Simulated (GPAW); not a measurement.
# Zr2NS2 MXene monolayer in an electric field, part 2 of 2

Aim: the dipole that a field along the normal induces in Zr2NS2 MXene monolayer.

GPAW 26.7.0; GPAW, PAW setups; layer in a repeated cell with vacuum, relaxation of atoms and in-plane cell (the session's first sound run).

So far. Step 5 (In a field): The dipole is now -0.0418 e Å, against -3.9e-4 in the run without a field.

**8. Field on**

Level of this step: GPAW, PAW setups; slab in vacuum (GPAW).

run.py

```python
import json
import numpy as np
from ase import Atoms
from gpaw import GPAW, PW
from gpaw.external import ConstantElectricField

slab = Atoms(
    ['S', 'Zr', 'N', 'Zr', 'S'],
    positions=[
        [-0.00000, 1.97138, 8.00000],
        [1.70727, 0.98569, 9.57806],
        [0.00000, 0.00000, 10.87164],
        [-0.00000, 1.97138, 12.16521],
        [1.70727, 0.98569, 13.74328]],
    cell=[[3.41454, -0.0, 0.0], [-1.70727, 2.95708, 0.0], [0.0, 0.0, 21.7433]],
    pbc=[True, True, False])

slab.calc = GPAW(mode=PW(500), xc='PBE', kpts={'size': (12, 12, 1), 'gamma': True},
                 occupations={'name': 'fermi-dirac', 'width': 0.05}, nbands='160%',
                 convergence={'density': 1e-05}, maxiter=200,
                 poissonsolver={'dipolelayer': 'xy'},
                 external=ConstantElectricField(0.1, [0, 0, 1]),
                 symmetry={'tolerance': 1e-3}, txt='slab.txt')
result = {}
energy = slab.get_potential_energy()
fermi = slab.calc.get_fermi_level()
v = slab.calc.get_electrostatic_potential().mean((0, 1)) - fermi
n = slab.calc.get_pseudo_density().mean((0, 1))
L = slab.cell[2, 2]
z = np.arange(len(v)) * L / len(v)
low, high = slab.positions[:, 2].min(), slab.positions[:, 2].max()
below, above = np.interp([low - 5.8, high + 5.8], z, v)
slopes = [np.interp(x, z, np.gradient(v, z)) for x in (low - 5.8, high + 5.8)]
eps = np.array([[slab.calc.get_eigenvalues(k, s) for k in range(len(slab.calc.get_ibz_k_points()))]
                for s in range(slab.calc.get_number_of_spins())]) - fermi
top, bottom = eps[eps < 0].max(), eps[eps > 0].min()
dipole = slab.get_dipole_moment()[2]
print(f'energy {energy:.4f} eV, Fermi level {fermi:.4f} eV, dipole {dipole:.5f} e A')
print(f'potential 5.8 A off the faces, from the Fermi level: lower {below:.4f} eV, upper {above:.4f} eV')
print(f'slope of the potential there: lower {slopes[0]:.5f}, upper {slopes[1]:.5f} eV/A')
print(f'nearest levels on the mesh: {top:.4f} and {bottom:.4f} eV')
print('magnetic moment', round(slab.get_magnetic_moment(), 3))
result.update(energy=energy, fermi=fermi, dipole=dipole, below=below, above=above, slopes=slopes, edges=[top, bottom],
              z=z.tolist(), v=v.tolist(), n=n.tolist(), positions=slab.positions.tolist(),
              forces=slab.get_forces(apply_constraint=False).tolist(), moments=slab.get_magnetic_moments().tolist())
json.dump(result, open('result.json', 'w'))
```

Run with:

```sh
$ OMP_NUM_THREADS=1 OPENBLAS_NUM_THREADS=1 python run.py
```

Log:

```text
energy -38.6829 eV, Fermi level -0.2550 eV, dipole 0.04184 e A
potential 5.8 A off the faces, from the Fermi level: lower 6.1460 eV, upper 5.3962 eV
slope of the potential there: lower -0.00018, upper 0.00050 eV/A
nearest levels on the mesh: -0.0238 and 0.0170 eV
magnetic moment 0.0
```

Run time: 4.9 min. Hardware: 1 thread of Arm Neoverse V1, shared host; peak memory 0.6 GiB.

The electrostatic potential energy of an electron (without an applied field's), less the Fermi level, planar mean oscillates, so the rows of the table below give means over windows of 1.72 Å about each position, cut where the curve ends. Its maxima inside the range that stand out by 2 % of the span (Å: eV): 8.7: -5.11, 10.4: -6.30, 11.3: -6.38, 13.0: -5.53. Its minima: 8.0: -15.2, 9.6: -20.1, 10.9: -11.3, 12.1: -20.4, 13.8: -15.7.

Electrostatic potential energy of an electron (without an applied field's), less the Fermi level, planar mean against z; means over each step:

| z (Å) | electrostatic potential energy of an electron (without an applied field's), less the Fermi level, planar mean (eV) |
| --- | --- |
| 0.86 | 6.11 |
| 2.58 | 6.15 |
| 4.30 | 6.14 |
| 6.02 | 5.92 |
| 7.74 | -5.57 |
| 9.46 | -12.6 |
| 11.18 | -9.87 |
| 12.90 | -12.2 |
| 14.62 | -0.488 |
| 16.34 | 5.37 |
| 18.06 | 5.40 |
| 19.78 | 5.40 |
| 21.50 | 5.44 |

The dipole is now 0.0418 e Å, against -3.9e-4 in the run without a field.

**9. In a field**

Changes to run.py since step 8:

```diff
@@ -21,3 +21,3 @@
                  poissonsolver={'dipolelayer': 'xy'},
-                 external=ConstantElectricField(0.1, [0, 0, 1]),
+                 external=ConstantElectricField(0.2, [0, 0, 1]),
                  symmetry={'tolerance': 1e-3}, txt='slab.txt')
```

Log:

```text
energy -38.6891 eV, Fermi level -0.2558 eV, dipole 0.08365 e A
potential 5.8 A off the faces, from the Fermi level: lower 6.5220 eV, upper 5.0230 eV
slope of the potential there: lower -0.00002, upper 0.00066 eV/A
nearest levels on the mesh: -0.0238 and 0.0170 eV
magnetic moment 0.0
```

It took 5.3 min on 1 thread; peak memory 0.6 GiB.

The dipole is now 0.0836 e Å, against -3.9e-4 in the run without a field.

**10. Field on**

Changes to run.py since step 9:

```diff
@@ -21,3 +21,3 @@
                  poissonsolver={'dipolelayer': 'xy'},
-                 external=ConstantElectricField(0.2, [0, 0, 1]),
+                 external=ConstantElectricField(0.3, [0, 0, 1]),
                  symmetry={'tolerance': 1e-3}, txt='slab.txt')
```

Log:

```text
energy -38.6996 eV, Fermi level -0.2572 eV, dipole 0.12554 e A
potential 5.8 A off the faces, from the Fermi level: lower 6.8997 eV, upper 4.6499 eV
slope of the potential there: lower 0.00015, upper 0.00082 eV/A
nearest levels on the mesh: -0.0238 and 0.0170 eV
magnetic moment 0.0
```

The job ended after 5.3 min (1 thread; peak memory 0.6 GiB).

The dipole is now 0.126 e Å, against -3.9e-4 in the run without a field.

**11. The series**

The members are put on one axis.

This step: induced dipole against applied field (GPAW 26.7.0).

Dipole along the normal against field:

| field (V/Å) | dipole along the normal (e·Å) |
| --- | --- |
| -0.200 | -0.0837 |
| -0.100 | -0.0418 |
| -0.050 | -0.0209 |
| 0.000 | -3.9e-4 |
| 0.050 | 0.0209 |
| 0.100 | 0.0418 |
| 0.200 | 0.0836 |
| 0.300 | 0.126 |

**12. What came out**

```yaml
work_function_upper_and_lower_face: 5.774 and 5.767 eV
dipole_along_the_normal: -3.9e-4 e Å
induced_dipole_per_field: 0.418 e Å per V/Å
out_of_plane_polarisability_per_area_alpha_eps_0_a: 7.50 Å
```

**Reading.** The field induces 0.418 e Å per V/Å, a polarisable thickness α/(ε0 A) of 7.50 Å beside 5.74 Å between the outermost nuclei. A perfect conductor would give the distance between its two image planes; a dielectric of thickness t gives t(1 - 1/ε). The induced dipole is linear in the field over this range. The starting lattice was a guess from atomic radii; the relaxation moved it by 6 %. The small printed dipole stands for a step of 6.9 meV from the lower to the upper face, and the probes find 7.1 meV; values this small are near the numerical noise of both. The cell holds an odd number of electrons, so without spin polarisation it must come out metallic and without a moment, whatever its true state. The layer's cell and atoms come from the relaxation; spin-orbit coupling and temperature are left out.

[Logs are printed without paths, hosts, clocks, repeated set-up lines and the standing remarks that a program may print on its own settings, such as how far it seeks lower states.]

[Hosts, paths, dates, database ids (printed as entryN), source tags and the programs' standing remarks are cut or masked in the printed files.]
